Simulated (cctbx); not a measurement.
# Symmetry from intensities

Cell: a = 3.0280 Å, b = 3.0280 Å, c = 4.5610 Å, α = 90.00°, β = 90.00°, γ = 120.00°. Expected content of the cell: Tl1 Ru1.

The data are simulated with cctbx, not measured: synchrotron X-rays, λ = 0.4959 Å, to d = 0.7 Å, 80 % of the full sphere, strongest reflection 40000 counts, noise from counting, a 2 % proportional error and a noise floor of 4 counts (s.d.); no absorption.

A first pass over the reflections prints:

```text
350 reflections to d = 0.718 A
centring   violations  <I/sigma> of those
    A        178 of   178     38.6
    B        175 of   175     38.2
    C        177 of   177     38.3
    I        170 of   170     38.5
    R        243 of   243     38.7
    F        265 of   265     38.4
Laue class    unique    Rint  (classes that these axes allow; Friedel mates merged)
P -1              209   0.016
P 1 1 2/m         125   0.017
P -3               77   0.018
P -3 1 m           51   0.019
P -3 m 1           58   0.018
P 6/m              46   0.019
P 6/m m m          39   0.019
space group    extra absences  I>4sigma  <I/sigma>
P 6 2 2                 0          0         -  acentric
P 6 m m                 0          0         -  acentric
P -6 m 2                0          0         -  acentric
P -6 2 m                0          0         -  acentric
P 6/m m m               0          0         -  centric
Wilson B = 1.79 A^2   <|E^2-1|> = 0.605 (0.968 centric, 0.736 acentric)   E^2>4: 0.0 %
shell (A)         n   <I/sigma>
 4.56 - 1.03     16     99.5
 1.03 - 0.82     11    111.2
 0.82 - 0.72     12     89.9
```

**Question.** What are the lattice type, the Laue class and the likely space group?

Every centring test has many violations, so the lattice is primitive.

Rint stays low (0.016 to 0.019) up to P 6/m m m, the highest class in these axes.

5 settings pass the absence test. No glide or screw absences show, which leaves P 6 2 2, P 6 m m, P -6 m 2, P -6 2 m and P 6/m m m.

⟨|E²−1|⟩ = 0.605 leans to a non-centrosymmetric structure, or to twinning, which lowers it. The Wilson B of 1.79 Å² means U ≈ 0.0227 Å².

The true group is P-6m2 (no. 187), Laue class 6/mmm, non-centrosymmetric. The tables only narrow the choice to the tied entries; cell content, site symmetry and trial solutions must settle it.

This is a model crystal, built by substitution and not relaxed, with assumed displacement parameters.

[Logs are printed without paths, hosts, clocks, repeated set-up lines and the standing remarks that a program may print on its own settings, such as how far it seeks lower states.]
